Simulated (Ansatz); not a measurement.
# BiCl (built on the sites of a database entry of InCl): relaxing the cell for a phonon run

Wanted: the relaxed cell of BiCl (built on the sites of a database entry of InCl).

Program: Ansatz 0.2.0. Level of theory: DFT PBE+D3(BJ), scalar-relativistic, plane waves, PAW. Results are calculated unless marked as measured.

Most raw output is cut from this account.

The structure was built from a prototype and need not be the compound's stable phase.

## Step 1: The structure

It takes space group Cmcm (No. 63, orthorhombic). The conventional cell has a = 4.434 Å, b = 12.519 Å, c = 4.544 Å, α = 90.00°, β = 90.00°, γ = 90.00°. Bi has 5 Cl at 2.89 to 3.24 Å nearest. Cl has 5 Bi at 2.89 to 3.24 Å nearest. Farther neighbours and most contacts between anions are not listed.

## Step 2: Probe on a coarse mesh

A quick single point on a coarse mesh tells whether the cell has a gap and how far it is from rest, which sets the k mesh and smearing that follow.

Contents of input.yaml:

```yaml
crystal:
  lattice:
    - [2.21721, -6.25945, 0.0]
    - [2.21721, 6.25945, 0.0]
    - [0.0, 0.0, 4.54391]
  atoms:
    - { symbol: Bi, position: [0.39030126, 0.60969874, 0.75] }
    - { symbol: Bi, position: [0.60969874, 0.39030126, 0.25] }
    - { symbol: Cl, position: [0.8404269, 0.1595731, 0.25] }
    - { symbol: Cl, position: [0.1595731, 0.8404269, 0.75] }
kpoints:
  mp_grid: { grid: [4, 4, 4] }
hamiltonian:
  xc: pbe
  dispersion: d3bj
scf:
  occupations: { method: gaussian, width: 0.1 }
output:
  forces: true
  stress: true
  eigenvalues: true
```

Started as:

```bash
$ ansatz run input.yaml --threads 4 --pin off --max-ram 14336MiB --backend cpu --events-out ev --progress --plain --runs-dir out
```

Run time: 4.7 s. Hardware: 4 threads of Intel Xeon Platinum 8223CL at 3.00GHz (Skylake/Cascade Lake), shared host; peak memory 0.51 GiB; 7.5 s of CPU time.

This step gave:

```yaml
pressure: -3.081 GPa
volume_per_atom: 31.53 Å³
gap_on_the_k_mesh: 0 eV
```

The coarse mesh shows no gap and a pressure of -3.1 GPa.

## Step 3: Rough relaxation

The start is far from rest, so a relaxation with loose tolerances brings it close first.

Edit input.yaml of step 2 so:

```diff
@@ -11,3 +11,3 @@
 kpoints:
-  mp_grid: { grid: [4, 4, 4] }
+  mp_grid: { grid: [6, 6, 4] }
 hamiltonian:
@@ -21 +21,6 @@
   eigenvalues: true
+relax:
+  adjacent_minimum: "off"
+  f_tol: 0.05
+  max_steps: 80
+  cell: { stress_tol: 0.5 }
```

Wall time 23 s (4 threads); peak memory 0.59 GiB.

The steps of the relaxation:

| step | energy less that of the first step (eV) | largest force component (eV/Å) | pressure (GPa) | volume (Å³) |
| --- | --- | --- | --- | --- |
| 1 | 0.0000 | 1.3315 | -3.13 | 126.13 |
| 2 | -0.5732 | 0.6488 | -1.07 | 117.95 |
| 3 | -0.5503 | 1.6801 | 3.81 | 113.13 |
| 4 | -0.7032 | 0.2944 | -0.44 | 117.18 |
| 5 | -0.8214 | 0.2433 | 0.43 | 116.28 |
| 6 | -0.9853 | 0.1298 | 0.55 | 116.22 |
| 7 | -1.1561 | 0.1904 | 0.60 | 115.82 |
| 8 | -1.3323 | 0.1809 | 0.57 | 114.58 |
| 9 | -1.3384 | 0.1225 | 0.46 | 113.02 |
| 10 | -1.3679 | 0.3440 | -1.07 | 115.78 |
| 11 | -1.3889 | 0.0465 | 0.08 | 112.98 |
| 12* | -1.3899 | 0.0462 | 0.10 | 112.98 |

Relaxation steps marked * repeat the geometry before them on a plane-wave basis chosen anew for their cell, so energy and pressure can jump there. Relaxation step 3 was tried and not accepted.

Forces are held to the 8 operations that the run works with; a distortion that breaks them can't arise in this run.

| cell as run | before | after | change |
| --- | --- | --- | --- |
| a (Å) | 6.641 | 6.923 | +4.2 % |
| b (Å) | 6.641 | 6.923 | +4.2 % |
| c (Å) | 4.544 | 3.519 | -22.6 % |
| γ (°) | 140.99 | 137.93 | -2.2 % |
| volume (Å³/atom) | 31.53 | 28.25 | -10.4 % |

The atoms that moved most (Å, as changes of fractional coordinates times the final cell):

| atom | dx | dy | dz | length |
| --- | --- | --- | --- | --- |
| Cl4 | 0.000 | 0.350 | 0.000 | 0.350 |
| Cl3 | 0.000 | -0.350 | 0.000 | 0.350 |
| Bi1 | 0.000 | -0.135 | 0.000 | 0.135 |
| Bi2 | 0.000 | 0.135 | 0.000 | 0.135 |

This step gave:

- pressure: 0.1034 GPa
- volume per atom: 28.25 Å³

In this step the volume went from 31.53 to 28.25 Å³/atom.

## Step 4: Bringing the structure to rest

Harmonic phonons are second derivatives at a point where the forces vanish, and they are wanted at zero stress, so atoms and cell are relaxed first.

Contents of input.yaml:

```yaml
crystal:
  lattice:
    - [2.4849027588, -6.4612130993, 0.0]
    - [2.4849027588, 6.4612130993, 0.0]
    - [0.0, 0.0, 3.5185113932]
  atoms:
    - { symbol: Bi, position: [0.4007515736, 0.5992484264, 0.75] }
    - { symbol: Bi, position: [0.5992484264, 0.4007515736, 0.25] }
    - { symbol: Cl, position: [0.8675000276, 0.1324999724, 0.25] }
    - { symbol: Cl, position: [0.1324999724, 0.8675000276, 0.75] }
kpoints:
  mp_grid: { grid: [10, 10, 12] }
hamiltonian:
  xc: pbe
  dispersion: d3bj
scf:
  occupations: { method: gaussian, width: 0.1 }
output:
  forces: true
  stress: true
  eigenvalues: true
  write_density: true
  write_potential: true
  elf: true
  volumetric_format: npy
relax:
  adjacent_minimum: "off"
  f_tol: 0.005
  max_steps: 80
  cell: { stress_tol: 0.05 }
```

The job ended after 49 s (4 threads; peak memory 0.9 GiB; 3.2 min of CPU time).

Relaxation path:

| step | energy less that of the first step (eV) | largest force component (eV/Å) | pressure (GPa) | volume (Å³) |
| --- | --- | --- | --- | --- |
| 1 | 0.0000 | 0.1108 | 0.35 | 112.98 |
| 2 | 0.0017 | 0.1827 | -0.49 | 113.95 |
| 3 | -0.0021 | 0.0127 | 0.04 | 113.32 |
| 4 | -0.0026 | 0.0012 | -0.05 | 113.35 |
| 5 | -0.0027 | 0.0020 | 0.00 | 113.05 |
| 6* | -0.0027 | 0.0019 | 0.00 | 113.05 |

Relaxation steps marked * repeat the geometry before them on a plane-wave basis chosen anew for their cell, so energy and pressure can jump there. Relaxation step 2 was tried and not accepted.

Forces are held to the 8 operations that the run works with; a distortion that breaks them can't arise in this run.

| conventional cell, symmetrised | before | after | change |
| --- | --- | --- | --- |
| a (Å) | 4.970 | 5.006 | +0.7 % |
| b (Å) | 12.922 | 12.860 | -0.5 % |
| c (Å) | 3.519 | 3.513 | -0.2 % |
| volume (Å³/atom) | 28.25 | 28.26 | +0.1 % |

The atoms that moved most (Å, as changes of fractional coordinates times the final cell):

| atom | dx | dy | dz | length |
| --- | --- | --- | --- | --- |
| Bi1 | 0.000 | 0.017 | 0.000 | 0.017 |
| Bi2 | 0.000 | -0.017 | 0.000 | 0.017 |
| Cl3 | 0.000 | -0.005 | 0.000 | 0.005 |
| Cl4 | 0.000 | 0.005 | 0.000 | 0.005 |

Numbers from this step:

```
pressure        : 0.003451 GPa
volume per atom : 28.26 Å³
```

Valence density in the ab plane of the cell as run, not the conventional one, at fractional z = 0.250, with atoms of Bi and Cl within 0.2 Å of it. It is the smooth field of the valence electrons, not physical close to the nuclei.

Ten steps, logarithmic in the rise over the least value, from '0' (0.0 e/Å³) to '9' (7.4 e/Å³), each cell a mean:
```
0000100000124555320
0001000000123432100
0010000000122221000
0100000001111110000
1000000011111111111
0000000111111112211
0000001112122333321
0000011222234554320
0000111222357875310
0011111223589974210
1121111235899863100
3322111247999742112
5432112368997421234
6531112478864212456
6421012466542124666
5310012344311246656
4100012222111366466
2000011110012566664
0000111000013566642
```
Columns run along a (6.9 Å), rows up along b (6.9 Å). Atoms in or near the plane, at fractional coordinates: Bi at (0.60, 0.40), Cl at (0.87, 0.13).

Electrostatic potential energy in the ab plane of the cell as run, not the conventional one, at fractional z = 0.250, with atoms of Bi and Cl within 0.2 Å of it. With pseudopotentials it is smooth inside the atoms' cores, unlike the true potential.

Values in eV, 10 rows by 16 columns, each cell a mean:
```
 12  12  12  12  12  12  12  12  12  11   7   1   1   8  11  12
 12  12  12  12  12  12  12  11  11  10  10  11  11  11  11  12
 11  12  12  12  12  11  10  10  10  10  11  10   9   8   9  10
 11  12  12  12  11  10   9   9   9   9   6   0  -3   0   6  10
 12  12  12  11  10   9   9   9   5 -11 -37 -49 -29  -3   7  11
 11  11  11  10  10  10   8  -1 -34 -63 -68 -56 -13   6  11  12
  1   6  10  11  10   8  -2 -36 -67 -64 -43  -7   8  11   9   4
-16   6  11  11   9   4 -10 -29 -31 -12   4  10   9  -3 -24 -33
  3  11  12  11   8   5   2   3   6  10  11   7 -17 -42 -46 -27
 12  12  12  11  10  10  10  11  12  12   9  -9 -33 -32 -12   7
```
Columns run along a (6.9 Å; values clipped at the 3rd and 97th percentile), rows up along b (6.9 Å). Atoms in or near the plane, at fractional coordinates: Bi at (0.60, 0.40), Cl at (0.87, 0.13).

ELF in the ab plane of the cell as run, not the conventional one, at fractional z = 0.250, with atoms of Bi and Cl within 0.2 Å of it. It is the smooth field of the valence electrons, not physical close to the nuclei.

Values, 10 rows by 16 columns, each cell a mean:
```
0.02 0.03 0.04 0.05 0.04 0.03 0.02 0.02 0.12 0.41 0.69 0.78 0.76 0.63 0.36 0.08
0.04 0.04 0.04 0.03 0.02 0.01 0.03 0.06 0.11 0.20 0.28 0.27 0.18 0.08 0.03 0.03
0.05 0.04 0.02 0.01 0.02 0.07 0.12 0.14 0.14 0.14 0.14 0.14 0.15 0.15 0.12 0.08
0.04 0.02 0.01 0.04 0.10 0.17 0.22 0.25 0.29 0.33 0.33 0.35 0.36 0.33 0.25 0.12
0.03 0.04 0.06 0.09 0.14 0.21 0.30 0.40 0.42 0.39 0.34 0.34 0.44 0.43 0.31 0.09
0.32 0.32 0.21 0.12 0.13 0.24 0.38 0.41 0.34 0.22 0.12 0.28 0.48 0.38 0.13 0.16
0.79 0.71 0.39 0.12 0.13 0.28 0.38 0.38 0.17 0.18 0.35 0.47 0.30 0.24 0.54 0.76
0.85 0.72 0.28 0.07 0.15 0.30 0.41 0.43 0.42 0.47 0.39 0.22 0.47 0.80 0.81 0.78
0.79 0.37 0.06 0.05 0.13 0.24 0.32 0.37 0.34 0.19 0.24 0.68 0.84 0.60 0.51 0.81
0.27 0.04 0.03 0.05 0.08 0.10 0.11 0.09 0.06 0.25 0.69 0.85 0.79 0.76 0.84 0.70
```
Columns run along a (6.9 Å), rows up along b (6.9 Å). Atoms in or near the plane, at fractional coordinates: Bi at (0.60, 0.40), Cl at (0.87, 0.13).

In this step the volume went from 28.25 to 28.26 Å³/atom.

## Step 5: Relaxing to small forces for the phonons

Phonons need a cell at rest on their own settings, so the relaxation is repeated with tight tolerances on forces and stress, using the mesh and the filling of the phonon run that follows.

Contents of input.yaml:

```yaml
crystal:
  lattice:
    - [2.5027524589, -6.4299674193, 0.0]
    - [2.5027524589, 6.4299674193, 0.0]
    - [0.0, 0.0, 3.5125803458]
  atoms:
    - { symbol: Bi, position: [0.3993916768, 0.6006083232, 0.75] }
    - { symbol: Bi, position: [0.6006083232, 0.3993916768, 0.25] }
    - { symbol: Cl, position: [0.867920041, 0.132079959, 0.25] }
    - { symbol: Cl, position: [0.132079959, 0.867920041, 0.75] }
kpoints:
  mp_grid: { grid: [12, 12, 12] }
hamiltonian:
  xc: pbe
  dispersion: d3bj
scf:
  occupations: { method: methfessel_paxton, width: 0.2 }
output:
  forces: true
  stress: true
  eigenvalues: true
relax:
  adjacent_minimum: "off"
  f_tol: 0.001
  max_steps: 60
  cell: { stress_tol: 0.01 }
```

It took 51 s on 4 threads; peak memory 1 GiB.

Little changed from the start: no atom moved by 0.005 Å and no cell edge by 0.1 %.

This step gave:

```
pressure        : 1.77e-4 GPa
volume per atom : 28.27 Å³
```

The largest force component left is 0.076 meV/Å and the pressure is 0.000 GPa, within the tolerances set. The cell now holds 28.27 Å³/atom.

## Step 6: Outcome

```
space group after relaxation (within 0.01 Å) : Cmcm
lattice constant a                           : 5.005 Å
lattice constant b                           : 12.866 Å
lattice constant c                           : 3.512 Å
volume per atom                              : 28.3 Å³
```

In words: The largest force component left is 0.076 meV/Å and the pressure is 0.000 GPa, within the tolerances set. The cell now holds 28.27 Å³/atom. The relaxation keeps the symmetry of its start, so it says nothing on stability against lower symmetry. Spin-orbit coupling is left out, which can matter for the heavy elements here. The starting cell was built on a prototype and not taken from a measurement, so the phase need not exist.

[Logs are printed without paths, hosts, clocks, repeated set-up lines and the standing remarks that a program may print on its own settings, such as how far it seeks lower states.]

[Hosts, paths, dates, database ids (printed as entryN), source tags and the programs' standing remarks are cut or masked in the printed files.]
